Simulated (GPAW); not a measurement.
# VGe2As4 monolayer: simulated STM images, part 2 of 2

Wanted: filled- and empty-state images of VGe2As4 monolayer, with its work function.

GPAW 26.7.0; GPAW, PAW setups; layer in a repeated cell with vacuum, relaxation of atoms and in-plane cell (the session's first sound run).

So far. Step 2 (Relaxation): The relaxation lowered the energy of the cell by 1.23 eV (energies extrapolated to zero smearing; the optimiser's log prints free energies). The largest force left on a free atom is 0.0053 eV/Å.

**3. Plane waves, PBE**

With the geometry fixed, the planar mean of the potential gives the vacuum level on each side.

This step: GPAW, PAW setups; slab in vacuum (GPAW 26.7.0).

The cell differs from the one that the last finished run ended in (c 27.086 → 28.096 Å).

File run.py:

```python
import json
import numpy as np
from ase import Atoms
from ase.dft.stm import STM
from gpaw import GPAW, PW

slab = Atoms(
    ['As', 'Ge', 'As', 'V', 'As', 'Ge', 'As'],
    positions=[
        [-0.00000, 0.00000, 9.00000],
        [-0.00000, 2.14635, 10.17610],
        [-0.00000, 2.14635, 12.64435],
        [0.00000, -0.00000, 14.04805],
        [-0.00000, 2.14635, 15.45175],
        [-0.00000, 2.14635, 17.91999],
        [0.00000, -0.00000, 19.09609]],
    cell=[[3.71759, -0.0, 0.0], [-1.85879, 3.21952, 0.0], [0.0, 0.0, 28.0961]],
    pbc=[True, True, False],
    magmoms=[0.0, 0.0, 0.0, 1.0, 0.0, 0.0, 0.0])

slab.calc = GPAW(mode=PW(400), xc='PBE', kpts={'size': (9, 9, 1), 'gamma': True},
                 occupations={'name': 'fermi-dirac', 'width': 0.05}, nbands='200%',
                 convergence={'density': 1e-05}, maxiter=200,
                 poissonsolver={'dipolelayer': 'xy'},
                 symmetry={'tolerance': 1e-3}, txt='slab.txt')
result = {}
energy = slab.get_potential_energy()
fermi = slab.calc.get_fermi_level()
v = slab.calc.get_electrostatic_potential().mean((0, 1)) - fermi
n = slab.calc.get_pseudo_density().mean((0, 1))
L = slab.cell[2, 2]
z = np.arange(len(v)) * L / len(v)
low, high = slab.positions[:, 2].min(), slab.positions[:, 2].max()
below, above = np.interp([low - 6.8, high + 6.8], z, v)
slopes = [np.interp(x, z, np.gradient(v, z)) for x in (low - 6.8, high + 6.8)]
eps = np.array([[slab.calc.get_eigenvalues(k, s) for k in range(len(slab.calc.get_ibz_k_points()))]
                for s in range(slab.calc.get_number_of_spins())]) - fermi
top, bottom = eps[eps < 0].max(), eps[eps > 0].min()
dipole = slab.get_dipole_moment()[2]
print(f'energy {energy:.4f} eV, Fermi level {fermi:.4f} eV, dipole {dipole:.5f} e A')
print(f'potential 6.8 A off the faces, from the Fermi level: lower {below:.4f} eV, upper {above:.4f} eV')
print(f'slope of the potential there: lower {slopes[0]:.5f}, upper {slopes[1]:.5f} eV/A')
print(f'nearest levels on the mesh: {top:.4f} and {bottom:.4f} eV')
print('magnetic moment', round(slab.get_magnetic_moment(), 3))
result.update(energy=energy, fermi=fermi, dipole=dipole, below=below, above=above, slopes=slopes, edges=[top, bottom],
              z=z.tolist(), v=v.tolist(), n=n.tolist(), positions=slab.positions.tolist(),
              forces=slab.get_forces(apply_constraint=False).tolist(), moments=slab.get_magnetic_moments().tolist())

# Images need the states of the whole zone, up to time reversal
slab.calc = slab.calc.fixed_density(symmetry={'point_group': False}, txt='states.txt', nbands='290%',
                                    convergence={'bands': 'CBM+1.8'})
stm = STM(slab)
result['stm'] = []
for bias in [-2.0, -1.0, 1.5]:
    height = high + 3.5
    current = stm.get_averaged_current(bias, height)
    x, y, h = stm.scan(bias, current)
    i, f = divmod(height / L * stm.ldos.shape[2], 1)
    I = abs((1 - f) * stm.ldos[:, :, int(i)] + f * stm.ldos[:, :, int(i) + 1])
    print(f'bias {bias} V: mean current at 3.5 A {current:.4e}, corrugation {np.ptp(h):.4f} A')
    result['stm'].append(dict(bias=bias, current=current, h=(h - high).tolist(), I=I.tolist()))
json.dump(result, open('result.json', 'w'))
```

Launch:

```
$ OMP_NUM_THREADS=1 OPENBLAS_NUM_THREADS=1 python run.py
```

The program printed:

```text
energy -36.6564 eV, Fermi level -0.1137 eV, dipole 0.00152 e A
potential 6.8 A off the faces, from the Fermi level: lower 4.9827 eV, upper 4.9846 eV
slope of the potential there: lower -0.00016, upper 0.00016 eV/A
nearest levels on the mesh: -0.0194 and 0.0298 eV
magnetic moment 0.954
bias -2.0 V: mean current at 3.5 A 7.1272e-05, corrugation 0.3912 A
bias -1.0 V: mean current at 3.5 A 3.9519e-05, corrugation 0.2984 A
bias 1.5 V: mean current at 3.5 A 3.4349e-05, corrugation 0.2369 A
```

It took 12 min on 1 thread of Arm Neoverse V1, shared host; peak memory 0.98 GiB.

Numbers from this step:

| Quantity | Value |
| --- | --- |
| dipole along the normal | 0.001521 e·Å |
| levels nearest the Fermi level on the mesh | -0.01940, 0.02976 eV from the Fermi level |
| upper work function | 4.985 eV |
| lower work function | 4.983 eV |
| site moments | 8.38e-4, 0.006543, -0.05108, 0.9042, -0.05108, 0.006543, 8.38e-4 μB |
| corrugation -2 | 0.3912 Å |
| corrugation -1 | 0.2984 Å |
| corrugation 1.5 | 0.2369 Å |
| sum of the site moments | 0.8168 μB |

The electrostatic potential energy of an electron (without an applied field's), less the Fermi level, planar mean oscillates, so the rows of the table below give means over windows of 1.87 Å about each position, cut where the curve ends. Its maxima inside the range that stand out by 2 % of the span (Å: eV): 9.6: -8.59, 11.4: 2.36, 13.3: -4.87, 14.8: -4.87, 16.6: 2.36, 18.5: -8.59. Its minima: 9.1: -13.5, 10.1: -12.9, 12.7: -12.1, 14.0: -10.4, 15.4: -12.1, 18.0: -12.9, 19.0: -13.5.

Table of electrostatic potential energy of an electron (without an applied field's), less the Fermi level, planar mean by z; means over each step:

```
z (Å)  electrostatic potential energy of an electron (without an applied field's), less the Fermi level, planar mean (eV)
 0.94                                                                                                                4.98
 2.81                                                                                                                4.98
 4.68                                                                                                                4.98
 6.54                                                                                                                4.87
 8.42                                                                                                               -3.88
10.29                                                                                                               -7.19
12.16                                                                                                               -4.31
14.03                                                                                                               -7.03
15.90                                                                                                               -4.52
17.77                                                                                                               -6.89
19.64                                                                                                               -4.23
21.50                                                                                                                4.85
23.38                                                                                                                4.98
25.25                                                                                                                4.98
27.11                                                                                                                4.98
```

The pseudo valence density, planar mean oscillates, so the rows of the table below give means over windows of 1.04 Å about each position, cut where the curve ends. Its maxima inside the range that stand out by 2 % of the span (Å: e/Å³): 8.5: 0.246, 9.6: 0.413, 10.6: 0.220, 12.3: 0.236, 14.2: 1.21, 15.8: 0.236, 17.5: 0.220, 18.5: 0.413, 19.6: 0.246. Its minima: 8.9: 0.168, 10.2: 0.0571, 11.4: 0.112, 12.7: 0.173, 15.4: 0.173, 16.6: 0.112, 17.9: 0.0571, 19.1: 0.168.

The pseudo valence density, planar mean by z; means over each step:

z (Å), pseudo valence density, planar mean (e/Å³) and a bar:
```
     4.68       0.00 
     5.72       0.00 
     6.76       0.00 
     7.80       0.08 ###
     8.84       0.23 ########
     9.88       0.26 #########
    10.92       0.16 #####
    11.96       0.18 ######
    13.00       0.29 ##########
    14.04       0.89 ##############################
    15.08       0.30 ##########
    16.12       0.18 ######
    17.16       0.16 #####
    18.20       0.25 ########
    19.24       0.23 ########
    20.28       0.08 ###
    21.32       0.01 
    22.36       0.00 
    23.40       0.00
```

Tip height over the top atom over a1 and a2. Sample bias -2 V, constant current at the mean current 3.5 Å over the top atom.

Ten even steps from '_' (3.30 Å) to '@' (3.69 Å):
```
@@@@%%##**++==::....::==++**##%%@@@@
@@%%##**++==::......::==++**##%%@@@@
%%##**++==--........--==++**##%%%%%%
##**++==--..______..--==++**####%%##
**++==--..________..--==++****####**
++==::..__________..::==++++++**++++
--::....________....::--============
::......______......::::----------::
......................::::::::::::..
::::::------::::::..................
--============--::::............::::
++++++++++++++==--::....__....::--==
************++==--::........::--==++
##########**++==--::......::--==++**
%%%%%%%%####**==--::....::--==**####
@@@@@@%%%%##++==--::..::--==++##%%%%
@@@@@@%%##**++==::....::==++**##%%@@
@@@@@@%%##**++--::..::--++**##%%@@@@
```
Columns: a1 from 0 to 0.944; rows upwards: a2 from 0 to 0.944.

Local density of states summed over the bias window over a1 and a2. Sample bias -2 V, constant height 3.5 Å over the top atom.

Ten even steps from '0' (0.45 × 1e-4 arbitrary) to '9' (1.26 × 1e-4 arbitrary):
```
998653211112356899
886542110112456889
765421000012456788
654211000112456666
432110000112345555
321000000012334443
211000000112223322
110000000111122211
111011011111111111
111111111110000011
222222221100000011
334443321100000112
455554322100001223
666665432100012345
788765432100123456
898865421111124568
999865321111235689
998764321112346789
```
Columns: a1 from 0 to 0.944; rows upwards: a2 from 0 to 0.944.

Tip height over the top atom over a1 and a2. Sample bias -1 V, constant current at the mean current 3.5 Å over the top atom.

Ten even steps from '_' (3.35 Å) to '@' (3.65 Å):
```
@@@@%%##**++--::....::--++**##%%@@@@
@@%%##**++==::......::==++**##%%@@@@
%%##**++==--..____..--==++**##%%%%%%
##**++==--..______..--==++**########
**++==--..________..--==++**********
==--::..__________..::--==++++++++++
--::..____________..::--============
::....__________....::::----------::
......................::::::::::::..
::::::------::::::..................
----========----::::....____....::::
==++++++++++====--::..______..::--==
************++==--::..____..::--==++
##########**++==--::......::--==++**
%%%%%%%%##**++==--::....::--==++**##
@@@@@@%%##**++==--::..::--==++**##%%
@@@@@@%%##**++==::....::==++**##%%@@
@@@@@@%%##**==--::..::--==**##%%@@@@
```
Columns: a1 from 0 to 0.944; rows upwards: a2 from 0 to 0.944.

Local density of states summed over the bias window over a1 and a2. Sample bias -1 V, constant height 3.5 Å over the top atom.

Ten even steps from '0' (2.91 × 1e-5 arbitrary) to '9' (6.08 × 1e-5 arbitrary):
```
998653211112356899
886542110112456889
765421100112456788
654211000112456666
432110000112345555
321100000112334443
211000000112223322
110000000111122211
111111111111111111
111111111110000011
222222221100000011
334443321100000112
455554322100001223
666665432100012345
788765432100123456
898865421111124568
999865321111235689
998764321112346789
```
Columns: a1 from 0 to 0.944; rows upwards: a2 from 0 to 0.944.

Tip height over the top atom over a1 and a2. Sample bias 1.5 V, constant current at the mean current 3.5 Å over the top atom.

Values in Å, 12 rows by 16 columns, each cell a mean:
```
3.57 3.56 3.54 3.52 3.49 3.47 3.44 3.43 3.43 3.45 3.47 3.50 3.53 3.55 3.56 3.57
3.55 3.54 3.51 3.48 3.45 3.41 3.39 3.39 3.40 3.43 3.47 3.50 3.53 3.55 3.56 3.56
3.53 3.50 3.47 3.42 3.39 3.36 3.35 3.36 3.38 3.42 3.47 3.50 3.53 3.54 3.55 3.55
3.50 3.47 3.43 3.39 3.36 3.34 3.34 3.36 3.39 3.44 3.48 3.51 3.53 3.54 3.54 3.53
3.48 3.44 3.40 3.37 3.35 3.35 3.36 3.38 3.43 3.46 3.50 3.52 3.53 3.53 3.52 3.51
3.47 3.43 3.40 3.38 3.37 3.38 3.40 3.43 3.46 3.49 3.51 3.52 3.53 3.53 3.51 3.50
3.47 3.45 3.44 3.43 3.43 3.44 3.46 3.48 3.50 3.51 3.52 3.53 3.53 3.52 3.51 3.49
3.49 3.48 3.48 3.48 3.48 3.49 3.50 3.51 3.52 3.53 3.53 3.53 3.53 3.52 3.52 3.51
3.52 3.52 3.52 3.52 3.52 3.52 3.53 3.53 3.53 3.53 3.53 3.53 3.53 3.53 3.53 3.53
3.55 3.55 3.55 3.55 3.54 3.54 3.53 3.53 3.52 3.52 3.52 3.53 3.53 3.53 3.54 3.54
3.57 3.57 3.56 3.56 3.55 3.53 3.52 3.51 3.50 3.50 3.51 3.52 3.53 3.54 3.55 3.56
3.57 3.57 3.56 3.55 3.53 3.51 3.50 3.48 3.48 3.48 3.49 3.51 3.53 3.55 3.56 3.57
```
Columns: a1 from 0 to 0.944; rows upwards: a2 from 0 to 0.944.

Local density of states summed over the bias window over a1 and a2. Sample bias 1.5 V, constant height 3.5 Å over the top atom.

Ten even steps from '0' (2.42 × 1e-5 arbitrary) to '9' (4.18 × 1e-5 arbitrary):
```
998765433334567899
987654322234567899
876532111123567899
765321000123567888
654210000124567887
543100000134567776
532100001235667766
432100012345677765
432111123456677665
433222334566777665
544334455667777665
555555566677777666
666666667777777766
777777777777777777
888888777666677788
999988766666667889
999987665555667899
999876554445567899
```
Columns: a1 from 0 to 0.944; rows upwards: a2 from 0 to 0.944.

The potential is flat to 1.6e-4 eV/Å where it is read, so the vacuum is wide enough.

**4. Results**

```json
{
  "work function, both faces": "4.98 eV",
  "dipole along the normal": "0.0015 e Å, near the numerical noise",
  "corrugation at -2 V": "0.391 Å",
  "corrugation at -1 V": "0.298 Å",
  "corrugation at 1.5 V": "0.237 Å"
}
```

What this shows: The corrugation at constant current is largest at -2 V, where the tip height varies by 0.39 Å over the cell. Negative sample bias images filled states, positive bias empty ones. The images are of Tersoff-Hamann type: an s-wave tip, no tip-sample forces, heights closer than in a microscope. The small printed dipole stands for a step of -23 meV from the lower to the upper face, and the probes find 2.0 meV; values this small are near the numerical noise of both. One magnetic start was tried; another order may lie lower. The layer's cell and atoms come from the relaxation; spin-orbit coupling and temperature are left out.

[Logs are printed without paths, hosts, clocks, repeated set-up lines and the standing remarks that a program may print on its own settings, such as how far it seeks lower states.]

[Hosts, paths, dates, database ids (printed as entryN), source tags and the programs' standing remarks are cut or masked in the printed files.]
